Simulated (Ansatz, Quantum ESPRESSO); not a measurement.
# Evanescent states of C, diamond type, lattice constant set to 3.677 Å, part 3 of 3

Wanted: the complex band structure of C, diamond type, lattice constant set to 3.677 Å, as for a tunnel barrier.

Quantum ESPRESSO 7.5; plane-wave DFT, PBE, GBRV ultrasoft pseudopotentials; cross-check by Ansatz 0.2.0 with PAW datasets.

So far. Step 2 (Ground state): The run needed 7 iterations to bring the estimated error under 1e-09 Ry.

### 4. Complex band structure, with ewind = 6.0 and epsproj = 1e-07

Level of this step: complex band structure by pwcond; plane-wave DFT, PBE, GBRV ultrasoft pseudopotentials (Quantum ESPRESSO).

A sensitivity test on the input.

Input file cbs.w.in:

```
&inputcond
  outdir = './out'
  prefixl = 'scf'
  band_file = 'cbs.w'
  ikind = 0
  ewind = 6.0
  epsproj = 1e-07
  nz1 = 7
  energy0 = 4.48
  denergy = -0.16
/
4
  0.00000000 0.00000000 1.00000000
  0.50000000 0.00000000 1.00000000
  0.50000000 0.50000000 1.00000000
  0.25000000 0.00000000 1.00000000
41
```

On the command line:

```console
> OMP_NUM_THREADS=1 mpirun -n 2 pwcond.x -in cbs.w.in > cbs.w.out
```

Numbers of over 12 decimals in the logs are rounded to 6 here.

The log of the run:

```text
[banner, memory and clock lines left out]
Program PWCOND v.7.5 starts
[citation notice left out]

[...]
./out/scf.save/

     IMPORTANT: XC functional enforced from input :
     Exchange-correlation= PBE
                           (   1   4   3   4   0   0   0)
     Any further DFT definition will be discarded
     Please, verify this is what you really want

     Reading collected, re-writing distributed wavefunctions

===== INPUT FILE containing the left lead =====

     GEOMETRY:

     lattice parameter (alat)  =       4.9133  a.u.
     the volume                =     167.7442 (a.u.)^3
     the cross section         =      24.1410 (a.u.)^2
     l of the unit cell        =       1.4142 (alat)
     number of atoms/cell      =            4
     number of atomic types    =            1

     crystal axes: (cart. coord. in units of alat)
               a(1) = (  1.0000  0.0000  0.0000 )
               a(2) = (  0.0000  1.0000  0.0000 )
               a(3) = (  0.0000  0.0000  1.4142 )

   Cartesian axes

     site n.     atom                  positions (alat units)
          1        C      tau(  1)=(  0.0000  0.0000  1.4142  )
          2        C      tau(  2)=(  0.5000  0.0000  0.3536  )
          3        C      tau(  3)=(  0.5000  0.5000  0.7071  )
          4        C      tau(  4)=(  0.0000  0.5000  1.0607  )

     nr1s                      =           20
     nr2s                      =           20
     nr3s                      =           27
     nr1sx                     =           20
     nr2sx                     =           20
     nr3sx                     =           27
     nr1                       =           24
     nr2                       =           24
     nr3                       =           32
     nr1x                      =           24
     nr2x                      =           24
     nr3x                      =           32

 _______________________________
  Radii of nonlocal spheres:

     type       ibeta     ang. mom.          radius (alat units)
       C          1         0                    0.2681
       C          2         0                    0.2681
       C          3         1                    0.2681
       C          4         1                    0.2681
----- General information -----

----- Complex band structure calculation -----

     nrx                       =           20
     nry                       =           20
     nz1                       =            7

     energy0               =         4.5E+00
     denergy               =        -1.6E-01
     nenergy               =         41
     ecut2d                =         4.0E+01
     ewind                 =         6.0E+00
     epsproj               =         1.0E-07

     number of k_|| points=    4
                       cryst. coord.
        k(    1) = (   0.0000000   0.0000000), wk =   0.2500000
        k(    2) = (   0.5000000   0.0000000), wk =   0.2500000
        k(    3) = (   0.5000000   0.5000000), wk =   0.2500000
        k(    4) = (   0.2500000   0.0000000), wk =   0.2500000
----- Information about left lead -----

     nocros                   =            8
     noins                    =           24
     norb                     =           40
     norbf                    =           40
     nrz                      =           27

      iorb      type   ibeta   ang. mom.   m       position (alat)
        1        1       1        0        1   taunew(   1)=(  0.0000  0.0000  0.0000)
        2        1       2        0        1   taunew(   2)=(  0.0000  0.0000  0.0000)
[...]
40        1       4        1        3   taunew(  40)=(  0.0000  0.0000  1.4142)
    k slab    z(k)  z(k+1)     crossing(iorb=1,norb)
    1   0.0000 0.0524 0.0524   1111111100000000000000000000000000000000
    2   0.0524 0.1048 0.0524   1111111111111111000000000000000000000000
[...]
27   1.3618 1.4142 0.0524   0000000000000000000000000000000011111111
 ngper, shell number =           69          13
 ngper, n2d =           69          69
---  E-Ef =    4.4800000  k =    0.0000000   0.0000000
---  ie =          1  ik =          1
 Nchannels of the left tip =            2
 Right moving states:
   k1(2pi/a)   k2(2pi/a)   E-Ef (eV)
  -0.0216108  -0.0000000   4.4800000
  -0.4052487  -0.0000000   4.4800000
 Left moving states:
   k1(2pi/a)   k2(2pi/a)   E-Ef (eV)
   0.0216108  -0.0000000   4.4800000
   0.4052487  -0.0000000   4.4800000

---  E-Ef =    4.3200000  k =    0.0000000   0.0000000
---  ie =          2  ik =          1
 Nchannels of the left tip =            2
 Right moving states:
   k1(2pi/a)   k2(2pi/a)   E-Ef (eV)
  -0.0614731  -0.0000000   4.3200000
  -0.4631571  -0.0000000   4.3200000
 Left moving states:
   k1(2pi/a)   k2(2pi/a)   E-Ef (eV)
   0.0614731  -0.0000000   4.3200000
   0.4631571  -0.0000000   4.3200000
[... further energies and points left out ...]
---  E-Ef =   -1.7600000  k =    0.2500000   0.0000000
---  ie =         40  ik =          4
 Nchannels of the left tip =            3
 Right moving states:
   k1(2pi/a)   k2(2pi/a)   E-Ef (eV)
   0.1929184  -0.0000000  -1.7600000
  -0.2758270   0.0000000  -1.7600000
  -0.3457657   0.0000000  -1.7600000
 Left moving states:
   k1(2pi/a)   k2(2pi/a)   E-Ef (eV)
  -0.1929184  -0.0000000  -1.7600000
   0.2758270   0.0000000  -1.7600000
   0.3457657  -0.0000000  -1.7600000

---  E-Ef =   -1.9200000  k =    0.2500000   0.0000000
---  ie =         41  ik =          4
 Nchannels of the left tip =            3
 Right moving states:
   k1(2pi/a)   k2(2pi/a)   E-Ef (eV)
   0.1610412  -0.0000000  -1.9200000
  -0.3007871   0.0000000  -1.9200000
  -0.3762554   0.0000000  -1.9200000
 Left moving states:
   k1(2pi/a)   k2(2pi/a)   E-Ef (eV)
  -0.1610412  -0.0000000  -1.9200000
   0.3007871   0.0000000  -1.9200000
   0.3762554  -0.0000000  -1.9200000

[...]
```

Wall time 54 s (2 MPI ranks of Arm Neoverse N1, shared host); peak memory 0.1 GiB.

Beside the run it was changed from:

| quantity | this run | unchanged run | difference |
| --- | --- | --- | --- |
| peak of the smallest κ at the zone centre (Å⁻¹) | 0.313 | 0.313 | 0 |
| wall time (s) | 54 | 45 |  |

The physical values in this table stay within 0.05 %.

### 5. Cross-check with Ansatz

As a check, the same structure is run in Ansatz.

Level of this step: plane-wave DFT, PBE, Ansatz PAW (Ansatz 0.2.0).

Input file input.yaml:

```yaml
crystal:
  lattice:
    - [2.6000316344, 0.0, 0.0]
    - [0.0, 2.6000316344, 0.0]
    - [0.0, 0.0, 3.677]
  atoms:
    - { symbol: C, position: [0.0, 0.0, 0.0] }
    - { symbol: C, position: [0.5, 0.0, 0.25] }
    - { symbol: C, position: [0.5, 0.5, 0.5] }
    - { symbol: C, position: [0.0, 0.5, 0.75] }
kpoints:
  mp_grid: { grid: [8, 8, 6] }
hamiltonian:
  xc: pbe
scf:
  occupations: { method: fixed }
  convergence: { dr2_threshold: 1.0e-09 }
output:
  transmission:
    leads: [[0, 0]]
    kpoints: [[0, 0], [0.5, 0], [0.5, 0.5], [0.25, 0]]
    e_range: [-1.92, 4.48]
    de: 0.16
```

On the command line:

```console
> ansatz run input.yaml --threads 2 --pin off --max-ram 4096MiB --backend cpu --events-out ev --progress --plain --runs-dir out
```

The log of the run:

```text
Engine: ansatz 0.2.0, aarch64-unknown-linux-gnu
Pseudopotentials: kind: paw
Pseudopotential: C, paw, valence charge 4, recommended cutoff 420 eV (normal), C.paw.azcp
Functional definition: PBE
  parameter kappa = 0.804
  parameter beta = 0.066725
  exchange = pbe_x(kappa = kappa, mu = beta*pi^2/3)
  correlation = pbe_c(beta = beta)
Crystal: 4 atoms, lattice volume = 24.857 Å³
Basis set: ecut = 420 eV, 489 PW (Γ)
Bands: 12, of which v1, the nominal top of the filled ones, is band 8 counted from 1 (7 counted from 0)
Symmetry: 32 space group operations
Space group: Fd-3m (ITA 227), of the structure as read, at distance tolerance 2.9e-5 Å
k-points: 60 of 384
Non-local potential: C, projectors of the file, l = 0: 2, l = 1: 2, l = 2: 1
PAW form: soft (Blöchl's): semilocal exchange-correlation on the pseudo side does not see the compensation charge
PAW one-centre angular grid: C, 110 points (default); XC on 64 Gauss nodes
Initial density: superposition of atomic densities (neutral atoms: chi_scale 0, normalization atom), corrected by the library's trained network
Initial wavefunctions: pseudopotential atomic-orbital guess
Functional: x = pbe(κ = 0.804, μ = 0.219515), c = pbe(β = 0.066725)
SCF iter   1: F=—  HF=-1003.008500 eV  |F-HF|=—  |Δ(HF+E_count)|=         —  Δρ=2.84e-3  dr2=1.23e-3  ethr=1.77e-3  ⟨swp⟩=4.0  Hψ=3540  notcnv=0  defer=83
preconditioner: auto → none  [insulator: Δε(μ)=3.963 eV  Ē_g=16.109 eV  n_scr=6 (ndim 8)  ℏωp=29.8 eV  f_vac=0.000  ε∞_Penn≈4.4]
SCF iter   2: F=—  HF=-1003.008021 eV  |F-HF|=—  |Δ(HF+E_count)|=   4.79e-4  Δρ=1.20e-3  dr2=1.88e-4  ethr=7.67e-6  ⟨swp⟩=2.3  Hψ=1463  notcnv=0  defer=111
SCF iter   3: F=—  HF=-1003.008027 eV  |F-HF|=—  |Δ(HF+E_count)|=   5.82e-6  Δρ=1.17e-4  dr2=8.35e-7  ethr=1.18e-6  ⟨swp⟩=2.5  Hψ=1263  notcnv=0  defer=105
SCF iter   4: F=—  HF=-1003.008029 eV  |F-HF|=—  |Δ(HF+E_count)|=   2.65e-6  Δρ=1.91e-5  dr2=5.64e-8  ethr=5.22e-9  ⟨swp⟩=2.0  Hψ=1200  notcnv=0  defer=3
iter 5 did not close the SCF: its close was put off for the readings that it lacked (scf_convergence_deferred on its scf_iter line)
SCF iter   5: F=-1003.008029 eV  HF=-1003.008029 eV  |F-HF|=1.92e-11  |Δ(HF+E_count)|=   1.19e-8  Δρ=8.18e-7  dr2=7.42e-11  ethr=3.52e-10  ⟨swp⟩=2.8  Hψ=1276  notcnv=0  defer=3
SCF iter   6: F=-1003.008029 eV  HF=-1003.008029 eV  |F-HF|=7.96e-13  |Δ(HF+E_count)|=  1.60e-11  Δρ=9.11e-8  dr2=1.62e-12  ethr=1.00e-12  ⟨swp⟩=2.7  Hψ=3181  notcnv=0
SCF 1 converged in 6 iterations: F = -1003.008029 eV  dr2 = 1.62e-12
  greatest PAW one-centre occupation: 0.630 electrons in one spin orbital (limit 2), on the C atom at site 3 (counted from 0), in its partial waves of l = 0
transmission: 5 of 20 steps passed
transmission: 10 of 20 steps passed
transmission: 15 of 20 steps passed
transmission: 20 of 20 steps passed
SCF converged after 6 iterations
Free energy (F): -1003.008029 eV
Harris-Foulkes:  -1003.008029 eV  (|F-HF|=7.96e-13)
Internal energy: -1003.008029 eV  (E = F + TS)
E sigma→0 (E₀):  -1003.008029 eV
Fermi energy:    11.723492 eV
--- Per-component energies (eV) ---
  E_band       = 52.644879
  E_kinetic    = 356.958155
  E_local      = -258.223592  (includes V_loc(G=0)·N_el)
  E_nonlocal   = 104.657081
  E_hartree    = 56.161727
  E_xc         = -191.668262
  E_vxc        = -237.709839  (∫ρ·V_xc dr)
  E_paw        = -395.838672  (= ΣΔE_a)
  E_vpaw       = -25.360406  (= ΣTr[D̂ρ^β])
  E_aug_tail   = 0.000043  (compensation charges beyond the density's cutoff)
  E_ewald      = -675.054508
  E_smearing   = -0.000000  (= −TS)
  E_closure    = -0.000000  (closes the sum)
  Σ components = -1003.008029   (vs F -1003.008029, Δ=0.00e0)
--- Band table (eV; the first three rows and the last of 60) ---
  k-point 0: bands = [... 4 lower, 5.9565, 11.7235, 11.7235, 11.7235, 16.2993, 16.2993, 17.0708, 17.0708]
  k-point 1: bands = [... 4 lower, 6.1866, 10.9069, 10.9069, 11.1022, 15.7601, 16.8779, 17.3968, 18.0841]
  k-point 2: bands = [... 4 lower, 6.8700, 9.3933, 9.3933, 9.4964, 15.6838, 16.4234, 19.1106, 20.1739]
  k-point 59: bands = [... 4 lower, 4.1589, 4.1589, 4.1589, 4.1589, 21.9326, 21.9326, 21.9326, 21.9326]
--- Transmission ---
  basis      : 61 plane waves across, 5 finite elements along
  points     : 4, as listed
  energies   : 41 from -1.920000 to 4.480000 eV about the Fermi level, 0.160000 eV apart; the leads are filled to 1.973618 eV, and channels, transmission and decay are at 1.920000 eV
  crystal 0  : C4, at the sites [0, 0], period 3.6770 Å: whole cells are its period
    offset         : up to 0.0000 Å between an atom of the period and one for which it stands
    channels       : 0.000000e0 a spin
    conductance    : none, the energies end too early or step too widely for 300 K: set another output.transmission.e_range or a lower de, or, where they end at an eighth of basis.ecutwfc, a higher one
    slowest decay  : 0.3038 /Å at (0.0000, 0.0000)
```

Run time: 6.2 s. Hardware: 2 threads; peak memory 0.26 GiB.

Numbers from this step:

| Item | Value |
| --- | --- |
| free energy | -1003.0080 eV |
| gap by band count | 3.947 eV |
| symmetry operations | 32 |
| slowest decay at the grid energy nearest mid-gap | 0.3038 Å⁻¹ |
| peak of the smallest κ at the zone centre | 0.3127 Å⁻¹ |
| valence top, on the run's zero | 11.72 eV |

K across = (0, 0) in the cell's reciprocal vectors; values within 0.0025 1/Å of each other count once, columns are sorted by size at each energy, a dash where no further value was kept. The Im kz of the slowest decaying states by energy, zero at the highest filled level of the SCF mesh:

| energy (eV) | decay 1 (Å⁻¹) | decay 2 (Å⁻¹) | decay 3 (Å⁻¹) |
| --- | --- | --- | --- |
| -1.92 | 1.45 | - | - |
| -1.76 | 1.43 | - | - |
| -1.60 | 1.41 | - | - |
| -1.44 | 1.39 | - | - |
| -1.28 | 1.37 | - | - |
| -1.12 | 1.35 | - | - |
| -0.96 | 1.33 | - | - |
| -0.64 | 1.29 | - | - |
| -0.48 | 1.26 | - | - |
| -0.32 | 1.24 | - | - |
| -0.16 | 1.22 | - | - |
| 0.00 | 0.00637 | 0.00905 | 1.20 |
| 0.16 | 0.112 | 0.140 | 1.17 |
| 0.32 | 0.156 | 0.197 | 1.15 |
| 0.48 | 0.187 | 0.240 | 1.12 |
| 0.64 | 0.211 | 0.275 | 1.10 |
| 0.80 | 0.231 | 0.305 | 1.07 |
| 0.96 | 0.248 | 0.332 | 1.05 |
| 1.12 | 0.262 | 0.356 | 1.02 |
| 1.44 | 0.284 | 0.398 | 0.964 |
| 1.60 | 0.292 | 0.417 | 0.934 |
| 1.76 | 0.299 | 0.434 | 0.904 |
| 1.92 | 0.304 | 0.449 | 0.872 |
| 2.08 | 0.308 | 0.464 | 0.839 |
| 2.24 | 0.311 | 0.478 | 0.804 |
| 2.40 | 0.312 | 0.491 | 0.767 |
| 2.56 | 0.313 | 0.503 | 0.728 |
| 2.72 | 0.312 | 0.514 | 0.687 |
| 2.88 | 0.310 | 0.524 | 0.643 |
| 3.04 | 0.308 | 0.534 | 0.594 |
| 3.20 | 0.304 | 0.541 | - |
| 3.52 | 0.293 | 0.412 | 0.559 |
| 3.68 | 0.285 | 0.325 | 0.566 |
| 3.84 | 0.203 | 0.276 | 0.573 |
| 4.00 | 0.266 | 0.579 | - |
| 4.16 | 0.254 | 0.585 | - |
| 4.32 | 0.240 | 0.590 | - |
| 4.48 | 0.225 | 0.595 | - |

K across = (0, 0) in the cell's reciprocal vectors. The Re kz of states that move upwards by energy, zero at the highest filled level of the SCF mesh:

| energy (eV) | channel 1 (Å⁻¹) | channel 2 (Å⁻¹) | channel 3 (Å⁻¹) |
| --- | --- | --- | --- |
| -1.92 | -0.523 | -0.494 | -0.494 |
| -1.76 | -0.498 | -0.464 | -0.464 |
| -1.44 | -0.446 | -0.405 | -0.405 |
| -1.28 | -0.418 | -0.376 | -0.376 |
| -0.96 | -0.358 | -0.314 | -0.314 |
| -0.80 | -0.325 | -0.281 | -0.281 |
| -0.64 | -0.289 | -0.247 | -0.247 |
| -0.32 | -0.202 | -0.168 | -0.168 |
| -0.16 | -0.142 | -0.117 | -0.117 |
| 0.00 | - | - | - |
| 0.32 | - | - | - |
| 0.48 | - | - | - |
| 0.80 | - | - | - |
| 0.96 | - | - | - |
| 1.12 | - | - | - |
| 1.44 | - | - | - |
| 1.60 | - | - | - |
| 1.76 | - | - | - |
| 2.08 | - | - | - |
| 2.24 | - | - | - |
| 2.56 | - | - | - |
| 2.72 | - | - | - |
| 2.88 | - | - | - |
| 3.20 | - | - | - |
| 3.36 | - | - | - |
| 3.52 | - | - | - |
| 3.84 | - | - | - |
| 4.00 | -0.324 | 0.643 | - |
| 4.32 | -0.793 | -0.103 | - |
| 4.48 | -0.694 | -0.0348 | - |

K across = (1/2, 0) in the cell's reciprocal vectors; values within 0.0025 1/Å of each other count once, columns are sorted by size at each energy, a dash where no further value was kept. The Im kz of the slowest decaying states by energy, zero at the highest filled level of the SCF mesh:

| energy (eV) | decay 1 (Å⁻¹) | decay 2 (Å⁻¹) | decay 3 (Å⁻¹) |
| --- | --- | --- | --- |
| -1.92 | 0.237 | 0.709 | - |
| -1.76 | 0.262 | 0.751 | - |
| -1.44 | 0.304 | 0.811 | - |
| -1.28 | 0.322 | 0.834 | - |
| -0.96 | 0.354 | 0.868 | - |
| -0.80 | 0.367 | 0.881 | - |
| -0.64 | 0.380 | 0.892 | - |
| -0.32 | 0.403 | 0.909 | - |
| -0.16 | 0.413 | 0.915 | - |
| 0.00 | 0.422 | 0.920 | - |
| 0.32 | 0.439 | 0.927 | - |
| 0.48 | 0.447 | 0.929 | - |
| 0.80 | 0.460 | 0.930 | - |
| 0.96 | 0.466 | 0.930 | - |
| 1.12 | 0.471 | 0.929 | - |
| 1.44 | 0.480 | 0.925 | - |
| 1.60 | 0.484 | 0.922 | 1.49 |
| 1.76 | 0.487 | 0.919 | 1.47 |
| 2.08 | 0.492 | 0.911 | 1.43 |
| 2.24 | 0.494 | 0.906 | 1.41 |
| 2.56 | 0.497 | 0.895 | 1.37 |
| 2.72 | 0.497 | 0.888 | 1.35 |
| 2.88 | 0.497 | 0.881 | 1.33 |
| 3.20 | 0.496 | 0.866 | 1.29 |
| 3.36 | 0.495 | 0.858 | 1.26 |
| 3.52 | 0.493 | 0.850 | 1.24 |
| 3.84 | 0.488 | 0.831 | 1.20 |
| 4.00 | 0.485 | 0.821 | 1.17 |
| 4.32 | 0.476 | 0.799 | 1.12 |
| 4.48 | 0.471 | 0.787 | 1.10 |

K across = (1/2, 1/2) in the cell's reciprocal vectors; values within 0.0025 1/Å of each other count once, columns are sorted by size at each energy, a dash where no further value was kept. The Im kz of the slowest decaying states by energy, zero at the highest filled level of the SCF mesh:

| energy (eV) | Im kz of the slowest decaying states (Å⁻¹) |
| --- | --- |
| -1.92 | 0.509 |
| -1.60 | 0.511 |
| -1.28 | 0.512 |
| -0.96 | 0.511 |
| -0.64 | 0.508 |
| -0.32 | 0.503 |
| -0.16 | 0.500 |
| 0.00 | 0.496 |
| 0.16 | 0.492 |
| 0.48 | 0.483 |
| 0.80 | 0.472 |
| 1.12 | 0.460 |
| 1.44 | 0.445 |
| 1.76 | 0.428 |
| 2.08 | 0.409 |
| 2.40 | 0.388 |
| 2.72 | 0.363 |
| 2.88 | 0.349 |
| 3.20 | 0.318 |
| 3.52 | 0.282 |
| 3.84 | 0.239 |
| 4.16 | 0.181 |
| 4.48 | 0.0875 |

K across = (1/4, 0) in the cell's reciprocal vectors; values within 0.0025 1/Å of each other count once, columns are sorted by size at each energy, a dash where no further value was kept. Table of Im kz of the slowest decaying states by energy, zero at the highest filled level of the SCF mesh:

| energy (eV) | decay 1 (Å⁻¹) | decay 2 (Å⁻¹) | decay 3 (Å⁻¹) |
| --- | --- | --- | --- |
| -1.92 | - | - | - |
| -1.60 | - | - | - |
| -1.28 | 0.170 | - | - |
| -0.96 | 0.238 | 1.50 | - |
| -0.64 | 0.101 | 0.288 | 1.46 |
| -0.32 | 0.247 | 0.326 | 1.43 |
| -0.16 | 0.289 | 0.343 | 1.41 |
| 0.00 | 0.325 | 0.358 | 1.39 |
| 0.16 | 0.354 | 0.371 | 1.37 |
| 0.48 | 0.395 | 0.402 | 1.33 |
| 0.80 | 0.416 | 0.439 | 1.29 |
| 1.12 | 0.433 | 0.469 | 1.25 |
| 1.44 | 0.447 | 0.491 | 1.20 |
| 1.76 | 0.458 | 0.509 | 1.16 |
| 2.08 | 0.467 | 0.521 | 1.11 |
| 2.40 | 0.473 | 0.530 | 1.06 |
| 2.72 | 0.477 | 0.534 | 1.01 |
| 2.88 | 0.478 | 0.534 | 0.986 |
| 3.20 | 0.479 | 0.532 | 0.930 |
| 3.52 | 0.478 | 0.526 | 0.869 |
| 3.84 | 0.474 | 0.516 | 0.801 |
| 4.16 | 0.467 | 0.500 | 0.726 |
| 4.48 | 0.458 | 0.479 | 0.637 |

### 6. Worked from the printed numbers

T falls as exp(−2κd). With κ = 0.305 1/Å, 10 Å of barrier pass exp(−2 × 0.305 × 10) = 0.0022 of that channel, interfaces aside.

### 7. What came out

| Item | Value |
| --- | --- |
| gap on the SCF mesh | 3.95 eV |
| smallest κ at mid-gap among the four k points, at the zone centre | 0.305 Å⁻¹ |
| peak of the smallest κ in the stop band at the zone centre | 0.313 Å⁻¹ |
| energy of the peak at the zone centre, over the highest filled level | 2.56 eV |
| peak at the zone centre by Ansatz | 0.313 Å⁻¹ |

In words: With a gap of 3.95 eV on the mesh, the smallest κ at mid-gap among the four k points, at the zone centre is 0.305 Å⁻¹ (PBE, GBRV ultrasoft). For a barrier with the Fermi level at mid-gap the slowest state found, at the zone centre, loses a factor of ten in probability every 3.8 Å or so. Stop bands away from the zone centre are mostly wider than the gap, so their peaks can lie above the conduction bottom. At the zone centre pwcond's peak is 0.313 and Ansatz's 0.313 1/Å, 0 % apart. The cell is the a/√2 one, turned by 45°, with two primitive cells, so X along [001] folds onto kz = 0. A semilocal gap is too small, often by a third to a half and by more in narrow-gap crystals, so real barriers decay faster.

[Logs are printed without paths, hosts, clocks, repeated set-up lines and the standing remarks that a program may print on its own settings, such as how far it seeks lower states.]

[Hosts, paths, dates, database ids (printed as entryN), source tags and the programs' standing remarks are cut or masked in the printed files.]

[Maps of the electrostatic potential energy from Ansatz leave out the sawtooth potential of an applied field or a dipole correction, so their vacuum need not be flat; planar profiles and work functions include it.]
